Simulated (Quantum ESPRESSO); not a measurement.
# Collinear magnetic orders of CrO2 with Quantum ESPRESSO

Does CrO2 prefer parallel or opposed moments, or none?

Program: Quantum ESPRESSO 7.5. Level of theory: LDA; plane waves with GBRV 1.5 LDA potentials, no spin-orbit coupling. Results are calculated unless marked as measured.

**1. Starting point**

Symmetry: P4_2/mnm, No. 136, tetragonal system. The conventional cell has a = 4.421 Å, b = 4.421 Å, c = 2.917 Å, α = 90.00°, β = 90.00°, γ = 90.00°. Cr has 6 O at 1.88 to 1.92 Å nearest. O has 3 Cr at 1.88 to 1.92 Å nearest. Farther neighbours and most contacts between anions are not listed.

The cell comes from the Crystallography Open Database.

**2. Start 1: ferro ++**

The signs are those of the starting moments on the seeded atoms, the atoms that are given a moment.

File pw.in:

```
&CONTROL
  calculation = 'scf'
  prefix = 'pwscf'
  outdir = './tmp'
  pseudo_dir = './pseudo'
  disk_io = 'nowf'
/
&SYSTEM
  ibrav = 0
  celldm(1) = 8
  nat = 6
  ntyp = 2
  ecutwfc = 40
  ecutrho = 280
  nbnd = 39
  occupations = 'smearing'
  smearing = 'fd'
  degauss = 0.00367493
  nspin = 2
  starting_magnetization(1) = 0.2143
  starting_magnetization(2) = 0
/
&ELECTRONS
  conv_thr = 1.2d-08
  electron_maxstep = 150
  mixing_beta = 0.3
/
ATOMIC_SPECIES
Cr     51.9961 cr_lda_v1.5.uspp.F.UPF
O      15.9990 o_lda_v1.2.uspp.F.UPF
CELL_PARAMETERS alat
   1.0443098996213    0.0000000000000    0.0000000000000
   0.0000000000000    1.0443098996213    0.0000000000000
   0.0000000000000    0.0000000000000    0.6890413881917
ATOMIC_POSITIONS crystal
Cr      0.0000000000    0.0000000000    0.0000000000
Cr      0.5000000000    0.5000000000    0.5000000000
O       0.3010000000    0.3010000000    0.0000000000
O       0.1990000000    0.8010000000    0.5000000000
O       0.6990000000    0.6990000000    0.0000000000
O       0.8010000000    0.1990000000    0.5000000000
K_POINTS automatic
6 6 6 0 0 0
```

Started as:

```sh
OMP_NUM_THREADS=1 mpirun -n 4 pw.x -nk 4 -in pw.in > pw.out
```

The log of the run:

```text
Program PWSCF v.7.5 starts

     Message from routine setup:
     using ibrav=0 with symmetry is DISCOURAGED, use correct ibrav instead

     K-points division:     npool     =       4
     Subspace diagonalization in iterative solution of the eigenvalue problem:

     G-vector sticks info
     --------------------
     sticks:   dense  smooth     PW     G-vecs:    dense   smooth      PW
     Sum        1565     885    285                30497    13155    2353

     Using Slab Decomposition

     bravais-lattice index     =            0
     lattice parameter (alat)  =       8.0000  a.u.
     unit-cell volume          =     384.7460 (a.u.)^3
     number of atoms/cell      =            6
     number of atomic types    =            2
     number of electrons       =        52.00
     number of Kohn-Sham states=           39
     kinetic-energy cutoff     =      40.0000  Ry
     charge density cutoff     =     280.0000  Ry
     scf convergence threshold =      1.2E-08
     mixing beta               =       0.3000
     number of iterations used =            8  plain     mixing
     Exchange-correlation= SLA  PZ   NOGX NOGC
                           (   1   1   0   0   0   0   0)

     celldm(1)=   8.000000  celldm(2)=   0.000000  celldm(3)=   0.000000
     celldm(4)=   0.000000  celldm(5)=   0.000000  celldm(6)=   0.000000

     crystal axes: (cart. coord. in units of alat)
               a(1) = (   1.044310   0.000000   0.000000 )
               a(2) = (   0.000000   1.044310   0.000000 )
               a(3) = (   0.000000   0.000000   0.689041 )

     reciprocal axes: (cart. coord. in units 2 pi/alat)
               b(1) = (  0.957570  0.000000  0.000000 )
               b(2) = (  0.000000  0.957570  0.000000 )
               b(3) = (  0.000000  0.000000  1.451292 )

     PseudoPot. # 1 for Cr read from file:
     cr_lda_v1.5.uspp.F.UPF
     Pseudo is Ultrasoft + core correction, Zval = 14.0
     Generated by new atomic code, or converted to UPF format
     Using radial grid of  857 points,  6 beta functions with:
                l(1) =   0
                l(2) =   0
                l(3) =   1
                l(4) =   1
                l(5) =   2
                l(6) =   2
     Q(r) pseudized with  8 coefficients,  rinner =    0.950   0.950   0.950
                                                       0.950   0.950

     PseudoPot. # 2 for O  read from file:
     o_lda_v1.2.uspp.F.UPF
     Pseudo is Ultrasoft + core correction, Zval =  6.0
     Generated by new atomic code, or converted to UPF format
     Using radial grid of  737 points,  5 beta functions with:
                l(1) =   0
                l(2) =   0
                l(3) =   1
                l(4) =   1
                l(5) =   2
     Q(r) pseudized with  8 coefficients,  rinner =    0.900   0.900   0.900
                                                       0.900   0.900

     atomic species   valence    mass     pseudopotential
     Cr               14.00    51.99610     Cr( 1.00)
     O                 6.00    15.99900     O ( 1.00)

     Starting magnetic structure
     atomic species   magnetization
     Cr              0.214
     O               0.000

     16 Sym. Ops., with inversion, found ( 8 have fractional translation)

   Cartesian axes

     site n.     atom                  positions (alat units)
         1        Cr     tau(   1) = (   0.0000000   0.0000000   0.0000000  )
         2        Cr     tau(   2) = (   0.5221549   0.5221549   0.3445207  )
         3        O      tau(   3) = (   0.3143373   0.3143373   0.0000000  )
         4        O      tau(   4) = (   0.2078177   0.8364922   0.3445207  )
         5        O      tau(   5) = (   0.7299726   0.7299726   0.0000000  )
         6        O      tau(   6) = (   0.8364922   0.2078177   0.3445207  )

     number of k points=    40  Fermi-Dirac smearing, width (Ry)=  0.0037
                       cart. coord. in units 2pi/alat
        k(    1) = (   0.0000000   0.0000000   0.0000000), wk =   0.0046296
        k(    2) = (   0.0000000   0.0000000   0.2418819), wk =   0.0092593
        k(    3) = (   0.0000000   0.0000000   0.4837639), wk =   0.0092593
        k(    4) = (   0.0000000   0.0000000  -0.7256458), wk =   0.0046296
        k(    5) = (   0.0000000   0.1595950   0.0000000), wk =   0.0185185
        [... 35 further k-points ...]

     Dense  grid:    30497 G-vectors     FFT dimensions: (  48,  48,  30)

     Smooth grid:    13155 G-vectors     FFT dimensions: (  36,  36,  24)

     Check: negative core charge=   -0.000008
     Generating pointlists ...
     new r_m :   0.1834 (alat units)  1.4670 (a.u.) for type    1
     new r_m :   0.1834 (alat units)  1.4670 (a.u.) for type    2

     Initial potential from superposition of free atoms

     starting charge      50.0000, renormalised to      52.0000

     negative rho (up, down):  1.643E-03 1.057E-03
     Starting wfcs are   36 randomized atomic wfcs +    3 random wfcs

     Self-consistent Calculation

     iteration #  1     ecut=    40.00 Ry     beta= 0.30
     Davidson diagonalization with overlap
     ethr =  1.00E-02,  avg # of iterations =  6.2

     negative rho (up, down):  1.414E-03 1.926E-03

     total energy              =    -479.58889050 Ry
     estimated scf accuracy    <       3.37672071 Ry

     total magnetization       =     4.00 Bohr mag/cell
     absolute magnetization    =     4.09 Bohr mag/cell

     iteration #  2     ecut=    40.00 Ry     beta= 0.30
     Davidson diagonalization with overlap
     ethr =  6.49E-03,  avg # of iterations =  1.6

     negative rho (up, down):  8.786E-04 2.063E-03

     total energy              =    -480.08563186 Ry
     estimated scf accuracy    <       1.56544155 Ry

     total magnetization       =     3.96 Bohr mag/cell
     absolute magnetization    =     4.55 Bohr mag/cell

     iteration #  3     ecut=    40.00 Ry     beta= 0.30
     Davidson diagonalization with overlap
     ethr =  3.01E-03,  avg # of iterations =  1.1

     negative rho (up, down):  0.000E+00 3.033E-03

     total energy              =    -480.31346212 Ry
     estimated scf accuracy    <       0.23380892 Ry

     total magnetization       =     4.00 Bohr mag/cell
     absolute magnetization    =     4.43 Bohr mag/cell

     [... further iterations left out ...]

     iteration #  9     ecut=    40.00 Ry     beta= 0.30
     Davidson diagonalization with overlap
     ethr =  9.45E-09,  avg # of iterations =  2.0

     negative rho (up, down):  0.000E+00 3.401E-03

     total energy              =    -480.38903828 Ry
     estimated scf accuracy    <       0.00000638 Ry

     total magnetization       =     4.00 Bohr mag/cell
     absolute magnetization    =     4.46 Bohr mag/cell

     iteration # 10     ecut=    40.00 Ry     beta= 0.30
     Davidson diagonalization with overlap
     ethr =  9.45E-09,  avg # of iterations =  1.5

     negative rho (up, down):  0.000E+00 3.400E-03

     total energy              =    -480.38903897 Ry
     estimated scf accuracy    <       0.00000017 Ry

     total magnetization       =     4.00 Bohr mag/cell
     absolute magnetization    =     4.45 Bohr mag/cell

     iteration # 11     ecut=    40.00 Ry     beta= 0.30
     Davidson diagonalization with overlap
     ethr =  3.35E-10,  avg # of iterations =  1.9

     negative rho (up, down):  0.000E+00 3.400E-03

     total energy              =    -480.38903903 Ry
     estimated scf accuracy    <       0.00000022 Ry

     total magnetization       =     4.00 Bohr mag/cell
     absolute magnetization    =     4.45 Bohr mag/cell

     iteration # 12     ecut=    40.00 Ry     beta= 0.30
     Davidson diagonalization with overlap
     ethr =  3.35E-10,  avg # of iterations =  1.3

     negative rho (up, down):  0.000E+00 3.400E-03

     Magnetic moment per site  (integrated on atomic sphere of radius R)
     atom   1 (R=0.183)  charge= 10.5352  magn=  1.6944
     atom   2 (R=0.183)  charge= 10.5352  magn=  1.6944
     atom   3 (R=0.183)  charge=  5.1886  magn= -0.0468
     atom   4 (R=0.183)  charge=  5.1886  magn= -0.0468
     atom   5 (R=0.183)  charge=  5.1886  magn= -0.0468
     atom   6 (R=0.183)  charge=  5.1886  magn= -0.0468

     End of self-consistent calculation

     [... lines left out ...]
     the Fermi energy is    10.5213 ev

!    total energy              =    -480.38903908 Ry
     estimated scf accuracy    <          3.0E-09 Ry
     smearing contrib. (-TS)   =      -0.00100150 Ry
     internal energy E=F+TS    =    -480.38803758 Ry

     The total energy is F=E-TS. E is the sum of the following terms:
     one-electron contribution =    -203.15232963 Ry
     hartree contribution      =     127.21509790 Ry
     xc contribution           =     -72.81445248 Ry
     ewald contribution        =    -331.63635336 Ry

     total magnetization       =     4.00 Bohr mag/cell
     absolute magnetization    =     4.45 Bohr mag/cell

     convergence has been achieved in  12 iterations

=------------------------------------------------------------------------------=
   JOB DONE.
=------------------------------------------------------------------------------=
```

Wall time 28 s (4 MPI ranks of Arm Neoverse V1, shared host); peak memory 0.42 GiB.

Spin moment in the atom's sphere by atom:

| atom | spin moment in the atom's sphere (μB) |
| --- | --- |
| Cr1 | 1.69 |
| Cr2 | 1.69 |
| O3 | -0.05 |
| O4 | -0.05 |
| O5 | -0.05 |
| O6 | -0.05 |

Numbers from this step:

| Item | Value |
| --- | --- |
| smearing term TS | 0.01363 eV |
| magnetization | 4 μB |
| absolute magnetization | 4.452 μB |
| final state | ferromagnetic |

Spin density in the ab plane at fractional z = 0.000, with atoms of Cr and O within 0.2 Å of it.

Ten even steps from '0' (-0.1 e/Å³) to '9' (2.6 e/Å³), each cell a mean:
```
97200000000013
32100000000001
11000000000000
00000000000000
00000000000000
00000000000000
00000000000000
00000000000000
00000000000000
00000000000000
00000000000000
10000000000012
51000000000127
85100000000139
```
Columns run along a (4.4 Å), rows up along b (4.4 Å). Atoms in or near the plane, at fractional coordinates: Cr at (0.00, 0.00), O at (0.30, 0.30), O at (0.70, 0.70).

Valence density in the ab plane at fractional z = 0.000, with atoms of Cr and O within 0.2 Å of it. It is the smooth field of the valence electrons, not physical close to the nuclei.

Ten even steps from '_' (0 e/Å³) to '@' (13 e/Å³), each cell a mean:
```
@@**..__________________::%%
--::____________________..::
________________..::::..____
________________::==++::____
________________::====::____
__________________::::..____
____________________________
________..__________________
______::==::________________
____..==++==..______________
____..::==::________________
..____....________________..
%%==____________________::**
++%%..__________________--@@
```
Columns run along a (4.4 Å), rows up along b (4.4 Å). Atoms in or near the plane, at fractional coordinates: Cr at (0.00, 0.00), O at (0.30, 0.30), O at (0.70, 0.70).

[end of part 1 of 3]

[Logs and program files are shortened in this print: banners, set-up blocks, solver, clock and traceback lines can be left out without a mark of their own.]

[Logs are printed without paths, hosts, clocks, repeated set-up lines and the standing remarks that a program may print on its own settings, such as how far it seeks lower states.]

[Hosts, paths, dates, database ids (printed as entryN), source tags and the programs' standing remarks are cut or masked in the printed files.]

[Where a cell is said to come from a database of computed structures, the database is the Materials Project.]
